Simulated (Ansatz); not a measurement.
## BeAlGeH (built on the sites of a database entry of CaGaGeH): relaxing the cell for a phonon run: cost of one run

Ansatz 0.2.0; DFT PBEsol, scalar-relativistic, plane waves, PAW. The cell holds 4 atoms.

The structure was built from a prototype and need not be the compound's stable phase.

File input.yaml:

```yaml
crystal:
  lattice:
    - [3.0445037097, 2.5622e-06, 0.0]
    - [-1.5222540738, 2.6366162734, 0.0]
    - [0.0, 0.0, 5.7580038408]
  atoms:
    - { symbol: Be, position: [0.3333333333, 0.6666666667, -0.0092605085] }
    - { symbol: Al, position: [0.0, 0.0, 0.6567834638] }
    - { symbol: Ge, position: [0.6666666667, 0.3333333333, 0.2962295864] }
    - { symbol: H, position: [0.0, 0.0, 0.9750474583] }
kpoints:
  mp_grid: { grid: [15, 15, 8] }
hamiltonian:
  xc: pbesol
scf:
  occupations: { method: gaussian, width: 0.1 }
output:
  forces: true
  stress: true
  eigenvalues: true
  write_density: true
  write_potential: true
  elf: true
  volumetric_format: npy
relax:
  adjacent_minimum: "off"
  f_tol: 0.005
  max_steps: 80
  cell: { stress_tol: 0.05 }
```

Command:

```sh
$ ansatz run input.yaml --threads 4 --pin off --max-ram 7168MiB --backend cpu --events-out ev --progress --plain --runs-dir out
```

The cutoff in use is 420 eV. For reference, a run of the same kind (4 atoms, 266 k-points, 14 bands and 911 plane waves; 33 SCF cycles) took 24 s and 0.54 GiB on the same hardware.

Q: Estimate wall time and peak memory on 4 threads of Arm Neoverse V2, shared host.

A cutoff of 420 eV is a sphere of radius 10.5 Å⁻¹, so a cell of 46 Å³ holds about V·G³/6π² = 903 plane waves. At two electrons a band, the 20 electrons need 10 bands, and 4 more are carried. Symmetry cuts the 15×15×8 mesh from 1800 to 192 points. The run has 192 k-points, 14 bands and 911 plane waves. Taking the work of a cycle as k-points × spins × bands × plane waves, that is 0.72 times the reference, or 17 s at the reference's 33 cycles. The run needed 95 SCF cycles over 15 ionic steps, which makes it about 50 s. One copy of the wavefunctions takes 0.036 GiB at 16 bytes a coefficient, against 0.051 GiB in the reference; grids, projectors and work arrays come on top. Measured: about 50 s, with a peak of 0.5 GiB. The estimate holds within 25 %.

[Logs are printed without paths, hosts, clocks, repeated set-up lines and the standing remarks that a program may print on its own settings, such as how far it seeks lower states.]

[Hosts, paths, dates, database ids (printed as entryN), source tags and the programs' standing remarks are cut or masked in the printed files.]
